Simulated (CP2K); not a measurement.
Consider 1,1,1-trifluoroethane at its PBE geometry (Å).

```xyz
8

C     0.7961   -0.1464    0.0151
C    -0.6833    0.1225   -0.0188
F    -1.3440   -0.6561   -0.9346
F    -0.9613    1.4240   -0.3385
F    -1.2672   -0.1164    1.1959
H     0.9699   -1.1927    0.2883
H     1.2589    0.5084    0.7620
H     1.2308    0.0567   -0.9694
```

Method: CP2K XAS_TDP, all-electron GAPW, PBEh(45%), aug-cc-pVDZ, TDA, GW2X-corrected core level, no relativity.

Question: Predict the bright core excitations at the F K edge.

Leading lines: F3 690.84 eV. The leading line of an atom is its first one with 35 % of the strongest within 2.5 eV of its lowest line over the strength cut. Core ionisation energies at this level: F3 693.27 eV.

The first six lines of each atom with a strength over 0.0015:

```
                     atom  energy (eV)  states  strength, one atom  above the computed threshold
F3 (bonded to C), 3 alike       690.84       1              0.0335                              
                                691.69       1              0.0073                              
                                692.57       1              0.0017                              
                                692.62       1              0.0024                              
                                692.91       1              0.0019                              
                                693.03       1              0.0065
```

Lines are vertical, at one geometry, with no vibrational structure. GW2X ionisation energies and lines can be off by 1 to 2 eV either way, and a good line position may hide errors that cancel. These values hold no scalar relativity, about 0.7 eV for F 1s. Rydberg lines, and the discretised continuum above threshold, depend on the basis and the box.

[Banner, clock and machine lines of the logs are left out without a mark of their own.]

[Logs are printed without paths, hosts, clocks, repeated set-up lines and the standing remarks that a program may print on its own settings, such as how far it seeks lower states.]

[Hosts, paths, dates, database ids (printed as entryN), source tags and the programs' standing remarks are cut or masked in the printed files.]
